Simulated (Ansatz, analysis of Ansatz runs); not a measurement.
# GeSe2O6 (P2_1/c), nudged elastic band: P_O exchanging with V_O (q = 0), part 2 of 4

Wanted: path and barrier of a jump of P in GeSe2O6 (P2_1/c) at charge 0. The case: P_O exchanging with V_O, in a cell of 36 host atoms with 1 site emptied and P put on another atom's site.

Ansatz 0.2.0; plane-wave PAW DFT, PBEsol; nudged elastic band between two relaxed defect structures.

So far: The starting structure; Relaxation of the start point, charge 0.

**3. Relaxation of the end point, charge 0**

Level of this step: plane-wave PAW DFT, PBEsol; relaxation of all atoms of a defect supercell (Ansatz).

The end point is relaxed in the same cell and settings, so that the two energies compare.

q0_M1.end/input.yaml

```yaml
crystal:
  lattice:
    - [5.07717925, 6.78733022, -0.00408761]
    - [-5.07717925, 6.78733022, 0.00408761]
    - [-4.9500808, 0.0, 7.32442304]
  atoms:
    - { symbol: Ge, position: [0.0, 0.0, 0.0] }
    - { symbol: Ge, position: [0.5, 0.5, 0.0] }
[... 1 atom line left out ...]
    - { symbol: Ge, position: [0.75, 0.75, 0.5] }
[... 2 atom lines left out ...]
    - { symbol: Se, position: [0.00415273, 0.32057806, 0.6986224] }
[... 2 atom lines left out ...]
    - { symbol: Se, position: [0.57057806, 0.25415273, 0.8013776] }
[... 3 atom lines left out ...]
    - { symbol: O, position: [0.93515533, 0.22813619, 0.00948972] }
    - { symbol: O, position: [0.02186381, 0.31484467, 0.50948972] }
[... 4 atom lines left out ...]
    - { symbol: O, position: [0.97813619, 0.68515533, 0.49051028] }
[... 3 atom lines left out ...]
    - { symbol: P, position: [0.783827, 0.49951, 0.583443] }
[... 1 atom line left out ...]
    - { symbol: O, position: [0.88844331, 0.69408054, 0.74545249] }
[... 1 atom line left out ...]
    - { symbol: O, position: [0.55591946, 0.36155669, 0.24545249] }
    - { symbol: O, position: [0.25120127, 0.96935603, 0.0826288] }
[... 3 atom lines left out ...]
    - { symbol: O, position: [0.74879873, 0.03064397, 0.9173712] }
[... 1 atom line left out ...]
    - { symbol: O, position: [0.71935603, 0.00120127, 0.4173712] }
basis:
  ecutwfc: 420
  xc_grid: 2
hamiltonian:
  xc: pbesol
kpoints:
  mp_grid: { grid: [1, 1, 1] }
magnetization:
  spin_polarized: true
  initial_magnetization: 1
  spin_locking: { lock_magnetization: hard }
scf:
  occupations: { method: fixed }
  max_iter: 60
output:
  forces: true
relax:
  f_tol: 0.015
  max_steps: 70
  random_displacement: { amplitude: 0.03, seed: 6083 }
```

On the command line:

```
ansatz run input.yaml --threads 4 --pin off --max-ram 7536MiB --backend cpu --events-out ev --progress --plain --runs-dir out
```

Numbers of over 12 decimals in the logs are rounded to 6 here.

Output:

```text
[...]
Crystal: 35 atoms, lattice volume = 504.532 Å³
Basis set: ecut = 420 eV, 9837 PW (Γ), exchange–correlation on 120×120×120 points (8 copies of the dense FFT grid, shifted against one another)
Bands: 196, of which v1, the nominal top of the filled ones, is band 161 counted from 1 (160 counted from 0)
Symmetry: 1 space group operations
k-points: 1
[...]
Starting moments: Σ|m| = 1 μB on 35 of 35 sites
[...]
SCF iter   1: F=—  HF=-73472.503177 eV  |F-HF|=—  |Δ(HF+E_count)|=         —  Δρ=4.56e-2 (↑4.50e-2 ↓4.56e-2)  dr2=5.14e1  dr2_m=8.82e-2  M=1.000 μB ∫|m|=1.054 μB  β_m=0.30  ethr=3.10e-3  ⟨swp⟩=5.0  Hψ=1248  notcnv=0  defer=66
[...]
- { symbol: Se, position: [0.501225, 0.829038, 0.695843] }
    - { symbol: Se, position: [0.071808, 0.758829, 0.808195] }
    - { symbol: Se, position: [0.563264, 0.267536, 0.795900] }
    - { symbol: Se, position: [0.502364, 0.177374, 0.299066] }
    - { symbol: Se, position: [0.999612, 0.664467, 0.317086] }
    - { symbol: O, position: [0.432991, 0.733843, 0.004683] }
    - { symbol: O, position: [0.930461, 0.222952, 0.015628] }
    - { symbol: O, position: [0.019015, 0.333819, 0.472087] }
    - { symbol: O, position: [0.511570, 0.835700, 0.502009] }
    - { symbol: O, position: [0.070040, 0.774130, 1.000992] }
    - { symbol: O, position: [0.567910, 0.270965, 0.993726] }
    - { symbol: O, position: [0.485346, 0.183258, 0.488618] }
    - { symbol: O, position: [0.988229, 0.671421, 0.504912] }
[...]
- { symbol: P, position: [0.745469, 0.462439, 0.615327] }
[...]
- { symbol: O, position: [0.250213, 0.536720, 0.919047] }
    - { symbol: O, position: [0.752518, 0.049042, 0.889014] }
    - { symbol: O, position: [0.228623, 0.503611, 0.416372] }
    - { symbol: O, position: [0.727724, 0.000207, 0.416858] }
[key lines of the parts left out:]
SCF converged after 9 iterations
Magnetization: 1.0000 μB (161.0000 up, 160.0000 down)
Free energy (F): -73463.765236 eV
Fermi energy:    6.630328 (↑ 6.630328, ↓ 6.096339) eV
```

Wall time 2.7 min (4 threads of Arm Neoverse N1, shared host); peak memory 0.92 GiB; 11 min of CPU time.

Step by step:

```
step  energy less that of the first step (eV)  largest force component (eV/Å)
   1                                   0.0000                         16.2265
   2                                  -4.8629                          5.8085
   3                                  -6.1752                          2.0839
   4                                  -6.6038                          0.5252
   5                                  -6.6718                          0.2781
   6                                  -6.6576                          0.2513
   7                                  -6.6976                          0.1073
   8                                  -6.6950                          0.2444
   9                                  -6.7134                          0.1142
  10                                  -6.7267                          0.0873
  11                                  -6.7454                          0.0676
  12                                  -6.7598                          0.1063
  13                                  -6.7671                          0.2138
  14                                  -6.7755                          0.0740
  15                                  -6.7807                          0.0567
  16                                  -6.7828                          0.0347
  17                                  -6.7827                          0.0525
  18                                  -6.7828                          0.0347
  19                                  -6.7827                          0.0525
  20                                  -6.7834                          0.0128
```

Relaxation steps 6, 8, 17, 19 were tried and not accepted.

The atoms that moved most (Å, from the sites as typed, ahead of the random displacement, the mean shift of all atoms taken out):

| atom | dx | dy | dz | length |
| --- | --- | --- | --- | --- |
| Se7 | 0.408 | -0.447 | -0.094 | 0.613 |
| P24 | -0.163 | -0.518 | 0.235 | 0.591 |
| O15 | 0.075 | 0.104 | -0.272 | 0.301 |
| O33 | 0.067 | 0.145 | -0.206 | 0.260 |
| Ge1 | -0.077 | -0.060 | 0.218 | 0.239 |
| O27 | -0.132 | -0.093 | 0.097 | 0.188 |
| O22 | -0.087 | 0.084 | -0.102 | 0.158 |
| O21 | 0.110 | 0.076 | -0.076 | 0.153 |

Neighbours of P24 at the end:

| atom | distance (Å) |
| --- | --- |
| Se7 | 2.122 |
| Ge4 | 2.348 |
| O16 | 2.818 |
| O14 | 2.959 |
| Se10 | 2.998 |
| O26 | 3.026 |
| O15 | 3.105 |
| O22 | 3.216 |
| Se5 | 3.238 |
| O20 | 3.251 |

Numbers from this step:

```
free energy                                                                                       : -73463.7652 eV
total moment                                                                                      : 1 μB
integral of the absolute spin density                                                             : 1.099 μB
spin contamination                                                                                : 0.003692
largest move from the ideal geometry of this structure, a common shift of the far atoms taken out : 0.6340 Å
```

The relaxation gained 6.783 eV and ended with a largest force component of 0.013 eV/Å. The end lies 0.377 eV above the start.

[end of part 2 of 4]

[Logs are printed without paths, hosts, clocks, repeated set-up lines and the standing remarks that a program may print on its own settings, such as how far it seeks lower states.]

[Hosts, paths, dates, database ids (printed as entryN), source tags and the programs' standing remarks are cut or masked in the printed files.]
